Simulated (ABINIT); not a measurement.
## Quasiparticle gap of BaZrSe3 (P1) in ABINIT

How does a plane-wave GW calculation on BaZrSe3 (P1) run from the first input to the gap?

Program: ABINIT 10.8.3. Level of theory: PBEsol and many-body steps on it, plane waves. Values are calculated unless marked as measured.

## 1. The system as given

It takes space group P1 (No. 1, triclinic). Conventional cell: a = 5.287 Å, b = 5.296 Å, c = 5.309 Å, α = 89.89°, β = 89.91°, γ = 89.96°. Ba has 12 Se at 3.63 to 3.88 Å nearest. Zr has 6 Se at 2.57 to 2.75 Å nearest. Nearest to Se lie 2 Zr at 2.61 to 2.70 Å and 4 Ba at 3.69 to 3.80 Å. Se has 2 Zr at 2.62 to 2.69 Å and 4 Ba at 3.63 to 3.88 Å nearest. Nearest to Se lie 2 Zr at 2.57 to 2.75 Å and 4 Ba at 3.71 to 3.77 Å. Farther neighbours, and contacts between anions beyond the nearest, are not listed.

The cell and positions are those that the Materials Project relaxed with its own functionals (PBE, PBE+U or r2SCAN), kept fixed.

## 2. Ground state

This step: ABINIT 10.8.3; DFT, PBEsol, plane waves, norm-conserving pseudopotentials.

The ground-state density comes first.

The input, run.abi:

```
acell 3*1.0 Angstrom
rprim 
  5.287383000000 -0.000000000000 -0.000000000000
  0.003576000000 5.296392000000 -0.000000000000
  0.007950000000 0.010054000000 5.309462000000
ntypat 3
znucl 56 40 34
natom 5
typat 1 2 3 3 3
xred 
  0.998643000000 0.998478000000 0.998673000000
  0.476578000000 0.490069000000 0.476727000000
  0.488317000000 0.998506000000 0.502693000000
  0.983845000000 0.511636000000 0.518540000000
  0.492614000000 0.501310000000 0.993370000000
pp_dirpath "pseudos"
pseudos "Ba.upf, Zr.upf, Se.upf"
ecut 48
ngkpt 4 4 4
nshiftk 1
shiftk 0 0 0
kptopt 1
chksymbreak 0
nband 53
occopt 1
tolvrs 1e-08
nstep 60
prtwf 0
optforces 0
optstress 0
indata_prefix "in"
outdata_prefix "out"
tmpdata_prefix "tmp"
```

The run is started by

```sh
OMP_NUM_THREADS=1 mpirun -n 4 abinit run.abi > log
```

The log of the run:

```text
.Version 10.8.3 of ABINIT. v10.8.2 released Aug 2026.

 Symmetries : space group P1 (#  1); Bravais aP (primitive triclinic)
================================================================================
 Values of the parameters that define the memory need of the present run
     intxc =       0    ionmov =       0      iscf =       7    lmnmax =       6
     lnmax =       6     mgfft =      64  mpssoang =       3    mqgrid =    3130
     natom =       5  nloc_mem =       1    nspden =       1   nspinor =       1
    nsppol =       1      nsym =       1    n1xccc =    2501    ntypat =       3
    occopt =       1   xclevel =       2
-    mband =          53        mffmem =           1         mkmem =           9
       mpw =       15958          nfft =      262144          nkpt =          36
================================================================================
  Rough estimation (10% accuracy) of disk space for files :
================================================================================

--------------------------------------------------------------------------------
------------- Echo of variables that govern the present computation ------------
--------------------------------------------------------------------------------
 -outvars: echo values of preprocessed input variables --------
            acell      1.8897261259E+00  1.8897261259E+00  1.8897261259E+00 Bohr

      chksymbreak           0
             ecut      4.80000000E+01 Hartree
-          fftalg         312

              ixc     -116133
              kpt      0.00000000E+00  0.00000000E+00  0.00000000E+00
                       2.50000000E-01  0.00000000E+00  0.00000000E+00
                       5.00000000E-01  0.00000000E+00  0.00000000E+00
                       0.00000000E+00  2.50000000E-01  0.00000000E+00
                       2.50000000E-01  2.50000000E-01  0.00000000E+00
                       5.00000000E-01  2.50000000E-01  0.00000000E+00
                      -2.50000000E-01  2.50000000E-01  0.00000000E+00
                       0.00000000E+00  5.00000000E-01  0.00000000E+00
                       2.50000000E-01  5.00000000E-01  0.00000000E+00
   [... 25 further rows ...]
                       2.50000000E-01  5.00000000E-01  5.00000000E-01
                       5.00000000E-01  5.00000000E-01  5.00000000E-01
         kptrlatt        4    0    0      0    4    0      0    0    4
          kptrlen      3.99668232E+01
P           mkmem           9
            natom           5
            nband          53
            ngfft          64      64      64
             nkpt          36
            nstep          60
             nsym           1
           ntypat           3
              occ      2.000000  2.000000  2.000000  2.000000  2.000000  2.000000
                       2.000000  2.000000  2.000000  2.000000  2.000000  2.000000
                       2.000000  2.000000  2.000000  2.000000  2.000000  2.000000
                       2.000000  2.000000  2.000000  2.000000  2.000000  2.000000
                       2.000000  2.000000  2.000000  2.000000  2.000000  2.000000
                       2.000000  2.000000  2.000000  2.000000  2.000000  2.000000
                       2.000000  2.000000  2.000000  2.000000  2.000000  2.000000
                       2.000000  2.000000  2.000000  2.000000  2.000000  0.000000
                       0.000000  0.000000  0.000000  0.000000  0.000000
        optforces           0
        optstress           0
            prtwf           0
            rprim      5.2873830000E+00 -0.0000000000E+00 -0.0000000000E+00
[...]
spgroup           1
           tolvrs      1.00000000E-08

             xred      9.9864300000E-01  9.9847800000E-01  9.9867300000E-01
[...]
znucl       56.00000   40.00000   34.00000

================================================================================

 chkinp: Checking input parameters for consistency.

================================================================================
== DATASET  1 ==================================================================
-   mpi_nproc: 4, omp_nthreads: 1 (-1 if OMP is not activated)

--- !DatasetInfo
iteration_state: {dtset: 1, }
dimensions: {natom: 5, nkpt: 36, mband: 53, nsppol: 1, nspinor: 1, nspden: 1, mpw: 15958, }
cutoff_energies: {ecut:  48.0, pawecutdg:  -1.0, }
electrons: {nelect:   9.40000000E+01, charge:   0.00000000E+00, occopt:   1.00000000E+00, tsmear:   1.00000000E-02, }

 Real(R)+Recip(G) space primitive vectors, cartesian coordinates (Bohr,Bohr^-1):
 R(1)=  9.9917058  0.0000000  0.0000000  G(1)=  0.1000830 -0.0000676 -0.0001497
 R(2)=  0.0067577 10.0087303  0.0000000  G(2)=  0.0000000  0.0999128 -0.0001892
 R(3)=  0.0150233  0.0189993 10.0334291  G(3)=  0.0000000  0.0000000  0.0996668
 Unit cell volume ucvol=  1.0033859E+03 bohr^3
 Angles (23,13,12)=  8.98914470E+01  8.99142097E+01  8.99613152E+01 degrees

 getcut: wavevector=  0.0000  0.0000  0.0000  ngfft=  64  64  64
         ecut(hartree)=     48.000   => boxcut(ratio)=   2.04524

--- Pseudopotential description ------------------------------------------------
- Ba Generated using ONCVPSP code by D. R. Hamann
- 56.00000  10.00000  180301                  znucl, zion, pspdat
12 -116133 2 -1 1936                          pspcod,pspxc,lmax,lloc,mmax
     nproj     2     2     2
  pspatm : epsatm=   22.57506632
         --- l  ekb(1:nproj) -->
[...]
pspatm: atomic psp has been read  and splines computed

- Zr Generated using ONCVPSP code by D. R. Hamann
- 40.00000  12.00000  180301                  znucl, zion, pspdat
12 -116133 2 -1 1604                          pspcod,pspxc,lmax,lloc,mmax
     nproj     2     2     2
  pspatm : epsatm=   18.88750569
         --- l  ekb(1:nproj) -->
[...]
pspatm: atomic psp has been read  and splines computed

- Se Generated using ONCVPSP code by D. R. Hamann
- 34.00000  24.00000  180301                  znucl, zion, pspdat
12 -116133 2 -1 1198                          pspcod,pspxc,lmax,lloc,mmax
     nproj     2     2     2
  pspatm : epsatm=   25.27915816
         --- l  ekb(1:nproj) -->
[...]
pspatm: atomic psp has been read  and splines computed

   1.10262044E+04                                ecore*ucvol(ha*bohr**3)
--------------------------------------------------------------------------------

_setup2: Arith. and geom. avg. npw (full set) are   15938.891   15938.883

================================================================================

--- !BeginCycle
iteration_state: {dtset: 1, }
solver: {iscf: 7, nstep: 60, nline: 4, wfoptalg: 0, }
tolerances: {tolvrs: 1.00E-08, }

     iter   Etot(hartree)      deltaE(h)  residm     vres2
 ETOT  1  -1085.0955327386    -1.085E+03 1.785E+00 2.126E+03
 ETOT  2  -1092.5364916241    -7.441E+00 5.216E-02 5.477E+03
 ETOT  3  -1093.1055722884    -5.691E-01 1.876E-02 1.354E+03
 ETOT  4  -1093.1935397338    -8.797E-02 2.690E-02 5.683E+02
 ETOT  5  -1093.2377069260    -4.417E-02 4.002E-03 1.420E+02
 ETOT  6  -1093.2480104626    -1.030E-02 4.982E-03 2.771E+01
 ETOT  7  -1093.2509564120    -2.946E-03 2.044E-03 2.468E-01
 ETOT  8  -1093.2509787497    -2.234E-05 2.259E-03 6.824E-02
 ETOT  9  -1093.2509825180    -3.768E-06 5.507E-04 6.281E-03
 ETOT 10  -1093.2509832353    -7.174E-07 5.160E-04 4.032E-05
 ETOT 11  -1093.2509832390    -3.674E-09 1.877E-04 1.193E-06
 ETOT 12  -1093.2509832391    -1.212E-10 1.283E-04 1.239E-07
 ETOT 13  -1093.2509832391     4.138E-11 2.522E-04 7.077E-09

 At SCF step   13       vres2   =  7.08E-09 < tolvrs=  1.00E-08 =>converged.

--- !ResultsGS
iteration_state: {dtset: 1, }
comment   : Summary of ground state results
lattice_vectors:
- [  9.9917058,  -0.0000000,  -0.0000000, ]
- [  0.0067577,  10.0087303,  -0.0000000, ]
- [  0.0150233,   0.0189993,  10.0334291, ]
lattice_lengths: [   9.99171,   10.00873,   10.03346, ]
lattice_angles: [ 89.891,  89.914,  89.961, ] # degrees, (23, 13, 12)
lattice_volume:   1.0033859E+03
convergence: {deltae:  4.138E-11, res2:  7.077E-09, residm:  2.522E-04, diffor:  0.000E+00, }
etotal    :  -1.09325098E+03
entropy   :   0.00000000E+00
fermie    :   2.12745094E-01
cartesian_stress_tensor: null
pressure_GPa: null
xred      :
- [  9.9864E-01,   9.9848E-01,   9.9867E-01, Ba]
- [  4.7658E-01,   4.9007E-01,   4.7673E-01, Zr]
- [  4.8832E-01,   9.9851E-01,   5.0269E-01, Se]
- [  9.8385E-01,   5.1164E-01,   5.1854E-01, Se]
- [  4.9261E-01,   5.0131E-01,   9.9337E-01, Se]
cartesian_forces: null
force_length_stats: {min: null, max: null, mean: null, }

 Integrated electronic density in atomic spheres:
 ------------------------------------------------
 Atom  Sphere_radius  Integrated_density
[...]
================================================================================

 ----iterations are completed or convergence reached----

 Mean square residual over all n,k,spin=   34.440E-08; max=  25.224E-05
 reduced coordinates (array xred) for    5 atoms
       0.998643      0.998478      0.998673
       0.476578      0.490069      0.476727
       0.488317      0.998506      0.502693
       0.983845      0.511636      0.518540
       0.492614      0.501310      0.993370
 rms dE/dt=  0.0000E+00; max dE/dt=  0.0000E+00; dE/dt below (all hartree)
    1       0.000000      0.000000      0.000000
    2       0.000000      0.000000      0.000000
    3       0.000000      0.000000      0.000000
    4       0.000000      0.000000      0.000000
    5       0.000000      0.000000      0.000000

 cartesian coordinates (angstrom) at end:
    1      5.291718     5.298372     5.302416
    2      2.525393     2.600391     2.531164
    3      2.589486     5.293533     2.669029
    4      5.207917     2.715038     2.753168
    5      2.614329     2.665122     5.274260
 length scales=  1.889726  1.889726  1.889726 bohr
              =  1.000000  1.000000  1.000000 angstroms
 prteigrs : about to open file out_EIG
 Fermi (or HOMO) energy (hartree) =   0.21275   Average Vxc (hartree)=  -0.35699
 Eigenvalues (hartree) for nkpt=  36  k points:
 kpt#   1, nband= 53, wtk=  0.01563, kpt=  0.0000  0.0000  0.0000 (reduced coord)
  -7.38876   -7.38798   -7.38789   -5.17196   -5.17155   -5.17149   -5.17139   -5.17135
  -5.17068   -5.17063   -5.17053   -5.17045   -1.61080   -1.51195   -1.51133   -1.51121
  -1.51120   -1.51114   -1.51053   -1.51050   -1.51049   -1.51044   -1.51043   -1.51038
  -1.50958   -1.50955   -1.50936   -1.50932   -0.82018   -0.80447   -0.80441   -0.80416
  -0.27231   -0.27209   -0.27198   -0.26301   -0.22975   -0.22884    0.09307    0.09420
   0.09463    0.16285    0.16453    0.16641    0.18354    0.19045    0.19297    0.21857
   0.22335    0.23275    0.28059    0.28334    0.29926
 prteigrs : prtvol=0 or 1, do not print more k-points.

--- !EnergyTerms
iteration_state     : {dtset: 1, }
comment             : Components of total free energy in Hartree
kinetic             :  4.591012E+02
hartree             :  4.829922E+02
xc                  : -1.022493E+02
Ewald energy        : -4.398233E+02
psp_core            :  1.098900E+01
local_psp           : -1.255822E+03
non_local_psp       : -2.484387E+02
total_energy        : -1.093251E+03
total_energy_eV     : -2.974887E+04
band_energy         : -1.932587E+02

== END DATASET(S) ==============================================================
================================================================================

 -outvars: echo values of variables after computation  --------
           etotal     -1.0932509832E+03
            nband          53
             nkpt          36
          spgroup           1
 [... the other variables as echoed above ...]

 Calculation completed.
```

Wall time 6.3 min (4 MPI ranks of Arm Neoverse V1, shared host); peak memory 0.92 GiB; 25 min of CPU time.

Numbers from this step:

| Quantity | Value |
| --- | --- |
| total energy | -29748.8748 eV |
| gap | 0.1584 eV |
| k of the valence top | 0.5, 0.5, 0.5 |
| k of the conduction bottom | 0, 0, 0 |
| least direct gap | 0.6966 eV |

The gap is indirect, with the least direct gap 0.54 eV higher.

[end of part 1 of 3]

[Long decimals in the printed logs are rounded to 6 places.]

[Logs are printed without paths, hosts, clocks, repeated set-up lines and the standing remarks that a program may print on its own settings, such as how far it seeks lower states.]

[Paths, hosts, dates, memory and timing lines, banners, echoed tables and standing remarks are left out of the program output; an Ansatz launch command may be rebuilt from the run's recorded settings. Measured values are a selection of at most five: reports struck by readers or far from the other reports are left out. None is set beside runs whose start may be inverted or whose files or cutoffs have a known fault.]

[Runs of the session that timed out or met a known fault of the program may be left out.]

[Hosts, paths, dates, database ids (printed as entryN), source tags and the programs' standing remarks are cut or masked in the printed files.]

[G0W0 gaps are taken among the corrected bands and points alone; a level outside them can change the order at an edge.]

[Where Ansatz stands beside ABINIT at settings called matched, ABINIT's density can come from a denser mesh and the files from another edition; pairs whose starting gaps differed by over 0.03 eV were left out, so agreement reads better than it is.]
